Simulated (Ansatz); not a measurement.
# Pt-Al-Pt stack of (100) layers: electron–phonon coupling and resistivity, part 2 of 2

Aim: how strongly do electrons couple to phonons in Pt-Al-Pt stack of (100) layers, and what resistivity does that give?

Ansatz 0.2.0; DFT PBEsol, scalar-relativistic, plane waves, PAW; PAW set soft_1.

So far, coupling constant λ: step 7 (coupling and resistivity: q 3×3×1, k 9×9×1, scattering …) 0.202; step 8 (scattering mesh 20×20×1) 0.194. Also resistivity at 300 K (μΩ cm): step 7 11.6; step 8 11.3.

## 9. Coupling and resistivity: q 3×3×1, k 9×9×1, scattering 16×16×1

The input, input.yaml:

```yaml
crystal:
  lattice:
    - [2.743464242, 0.0, 0.0]
    - [0.0, 2.743464242, 0.0]
    - [0.0, 0.0, 31.9000003]
  atoms:
    - { symbol: Pt, position: [0.0, 0.0, 0.183396524] }
    - { symbol: Al, position: [0.5, 0.5, 0.2358934147] }
    - { symbol: Pt, position: [0.0, 0.0, 0.2883903054] }
  periodic: [true, true, false]
kpoints:
  mp_grid: { grid: [9, 9, 1] }
hamiltonian:
  xc: pbesol
  pseudopotentials: { kind: paw, azcp: { folder: soft_1 }, xc_functional: pbe }
scf:
  occupations: { method: methfessel_paxton, width: 0.2 }
output:
  eigenvalues: true
phonons:
  method: dfpt
  qmesh: [3, 3, 1]
  temperatures: { t_max: 1000, t_step: 50 }
  qpath:
    path: [[0.0, 0.0, 0.0], [0.0, 0.5, 0.0], [0.5, 0.5, 0.0], [0.0, 0.0, 0.0]]
    npoints: 10
  electrical_resistivity:
    mesh: [16, 16, 1]
    temperatures: [20.0, 50.0, 77.0, 100.0, 150.0, 200.0, 300.0, 400.0, 600.0, 800.0]
  superconductivity: { mesh: [16, 16, 1] }
```

Started as:

```bash
$ ansatz run input.yaml --threads 4 --pin off --max-ram 12288MiB --backend cpu --events-out ev --progress --plain --runs-dir out
```

Wall time 4.4 min (4 threads of Arm Neoverse V1, shared host); peak memory 3.7 GiB.

Numbers from this step:

- sheet resistance 300K: 35.07 Ω/square, mean in the plane
- resistivity at 300 K: 11.19 μΩ cm, mean of the axes, of the whole cell with its vacuum
- coupling constant λ: 0.1862
- density of states at the Fermi level: 0.4646 states/eV a spin and cell
- log mean phonon energy ħω_log: 10.19 meV
- transport coupling constant λ_tr: 0.1572, 0.1572, 0 (xx, yy, zz)
- Drude plasma energy: 3.881, 3.881, 0 eV (xx, yy, zz), of the whole cell with its vacuum
- second-moment phonon energy ħω₂: 17.57 meV

Solved on the 3×3×1 mesh alone; all other wavevectors are interpolated. Phonon branches along the path, in cm⁻¹:

| point | branch 1 | branch 2 | branch 3 | branch 4 | branch 5 | branch 6 | branch 7 | branch 8 | branch 9 |
| --- | --- | --- | --- | --- | --- | --- | --- | --- | --- |
| Γ | 0 | 0 | 0 | 54 | 54 | 124 | 246 | 246 | 391 |
| halfway | 39 | 53 | 53 | 106 | 111 | 133 | 238 | 348 | 364 |
| X | 51 | 65 | 97 | 114 | 123 | 169 | 227 | 304 | 452 |
| halfway | 104 | 117 | 120 | 121 | 138 | 160 | 299 | 318 | 421 |
| M | 115 | 126 | 156 | 156 | 159 | 159 | 291 | 386 | 386 |
| halfway | 76 | 107 | 109 | 114 | 116 | 131 | 325 | 329 | 354 |
| Γ | 0 | 0 | 0 | 54 | 54 | 124 | 246 | 246 | 391 |

The self-energy step met imaginary modes, so this run fell back to plain Fourier phonons and is not comparable with runs that kept it. By its own test the run is not converged in the mesh. λ = 0.186 and 35.1 Ω per square at 300 K, against 0.202 and 36.2 in the run with q 3×3×1, k 9×9×1, scattering 12×12×1 (-7.6 % and -3.1 %). The run's own test puts 27 % between its two finest meshes on the component of the resistivity at 300 K that moves most, more than that change. By the run's own test λ moves by 11 % between its two finest scattering meshes.

## 10. All levels side by side

Times are for 4 threads of Arm Neoverse V1, shared host. The series side by side:

| no. | run | sheet resistance 300K (Ω/square, mean in the plane) | coupling constant λ | log mean phonon energy ħω_log (meV) | time | memory (GiB) |
| --- | --- | --- | --- | --- | --- | --- |
| 1 | q 3×3×1, k 9×9×1, scattering 12×12×1 | 36.21 | 0.2015 | 9.696 | 4.3 min | 3.6 |
| 2 | q 3×3×1, k 9×9×1, scattering 20×20×1 | 35.43 | 0.1937 | 10.01 | 4.5 min | 3.6 |
| 3 | q 3×3×1, k 9×9×1, scattering 16×16×1 | 35.07 | 0.1862 | 10.19 | 4.4 min | 3.7 |

The Eliashberg function α²F, α²F has structure finer than the step of the table below, so its rows give means over 2 meV, whole bins alone (the curve runs from 0.219 to 55.9 meV). Peaks (meV: height): q 3×3×1, k 9×9×1, scattering 12×12×1 6.8: 0.105, 13.8: 0.0667, 15.6: 0.117, 47.5: 0.0852; q 3×3×1, k 9×9×1, scattering 20×20×1 6.8: 0.104, 14.2: 0.0734, 15.6: 0.124, 44.9: 0.0497, 48.0: 0.0809, 55.4: 0.0257; q 3×3×1, k 9×9×1, scattering 16×16×1 6.8: 0.0954, 14.2: 0.0703, 15.6: 0.116, 19.5: 0.0389, 44.9: 0.0548, 48.0: 0.0811, 55.4: 0.0271.

The runs together, line α²F. The Eliashberg function α²F, α²F by phonon energy; means over each step:

| phonon energy (meV) | q 3×3×1, k 9×9×1, scattering 12×12×1 | q 3×3×1, k 9×9×1, scattering 20×20×1 | q 3×3×1, k 9×9×1, scattering 16×16×1 |
| --- | --- | --- | --- |
| 2 | 0.00514 | 0.00362 | 0.00320 |
| 4 | 0.0109 | 0.0124 | 0.0102 |
| 6 | 0.0505 | 0.0460 | 0.0483 |
| 8 | 0.0785 | 0.0683 | 0.0672 |
| 10 | 0.0643 | 0.0586 | 0.0525 |
| 12 | 0.0585 | 0.0606 | 0.0587 |
| 14 | 0.0600 | 0.0617 | 0.0595 |
| 16 | 0.0635 | 0.0693 | 0.0669 |
| 18 | 0.0260 | 0.0260 | 0.0271 |
| 20 | 0.0228 | 0.0253 | 0.0256 |
| 22 | 6.0e-4 | 9.6e-4 | 9.3e-4 |
| 24 | 0 | 0 | 0 |
| 26 | 0 | 0 | 0 |
| 28 | 1.9e-4 | 3.3e-4 | 2.4e-4 |
| 30 | 0.00126 | 0.00148 | 0.00142 |
| 32 | 0.00340 | 0.00346 | 0.00351 |
| 34 | 0.00452 | 0.00457 | 0.00446 |
| 36 | 0.00784 | 0.00710 | 0.00734 |
| 38 | 0.0128 | 0.0121 | 0.0113 |
| 40 | 0.0131 | 0.0125 | 0.0129 |
| 42 | 0.0116 | 0.0149 | 0.0122 |
| 44 | 0.0146 | 0.0174 | 0.0168 |
| 46 | 0.0467 | 0.0406 | 0.0426 |
| 48 | 0.0523 | 0.0511 | 0.0476 |
| 50 | 0.00906 | 0.00876 | 0.00836 |
| 52 | 0.0104 | 0.00979 | 0.00952 |
| 54 | 0.0140 | 0.0146 | 0.0143 |

## 11. Summary of results

```yaml
run: PBEsol, q 3×3×1, k 9×9×1, scattering 16×16×1
coupling_constant_lambda: 0.186
log_mean_phonon_energy_omega_log: 10.2 meV
states_at_the_fermi_level: 0.465 states/eV/spin/cell
sheet_resistance_at_300_k: 35.1 Ω per square
change_between_its_two_finest_scattering_meshes: λ 11 %, resistivity at 300 K 27 %
time_of_that_run: 4.4 min
```

What this shows: On the last rung that gave a resistivity at the base settings (q 3×3×1, k 9×9×1, scattering 16×16×1), Pt-Al-Pt stack of (100) layers has λ = 0.19 and a phonon-limited sheet resistance of 35.1 Ω per square at 300 K. Across the runs of step 10 the sheet resistance 300K runs from 35.1 Ω/square, mean in the plane (q 3×3×1, k 9×9×1, scattering 16×16×1) to 36.2 Ω/square, mean in the plane (q 3×3×1, k 9×9×1, scattering 12×12×1). The coupling is weak (λ = 0.19), so phonons raise the electrons' mass at the Fermi surface by about 19 %. By the run's own test λ moves by 11 % between the two scattering meshes. Values of ρ(T) under 50 K rest on the softest modes, mostly interpolated ones, and are the least sure of the table. The high-temperature form ρ = 2π k_B T λ_tr/(ħ ε₀ ω_p²) gives 12.6 μΩ cm along x at 300 K, against 11.2 from the Boltzmann equation. Ziman's lowest order at 300 K, 12.2, lies between: the step down to it comes mostly from the finite phonon energies, and the full solution lies lower still, since it lets the current shift to the states that scatter least. By their share in the modes' patterns, Pt atoms take 88 % of λ. The three lowest branches give 63 % of λ. By the run's own test, which takes the component that moves most, the resistivity at 300 K moves by 27 % between its two finest scattering meshes, so it is not converged. In the run quoted no mode is imaginary at the wavevectors of the 3×3×1 mesh; another run of the session found or stopped at an imaginary mode. A coarser run stopped at an imaginary mode, so the soft modes hang on the meshes. Only scattering by harmonic phonons counts; impurities, grain boundaries and thermal expansion are left out. The resistivity belongs to the whole cell, vacuum included; the sheet resistance is the quantity that does not depend on the vacuum. Spin–orbit coupling, left out here, matters for Pt. The PAW files were made for PBE; under other functionals the run regenerates their frozen core. The c of the given cell is the typed one; the program laid its own vacuum and ran the layer in a cell 31.9 Å high. The structure was built by hand as an ordered model, and its stability against other phases was not tested.

[Logs are printed without paths, hosts, clocks, repeated set-up lines and the standing remarks that a program may print on its own settings, such as how far it seeks lower states.]

[Hosts, paths, dates, database ids (printed as entryN), source tags and the programs' standing remarks are cut or masked in the printed files.]
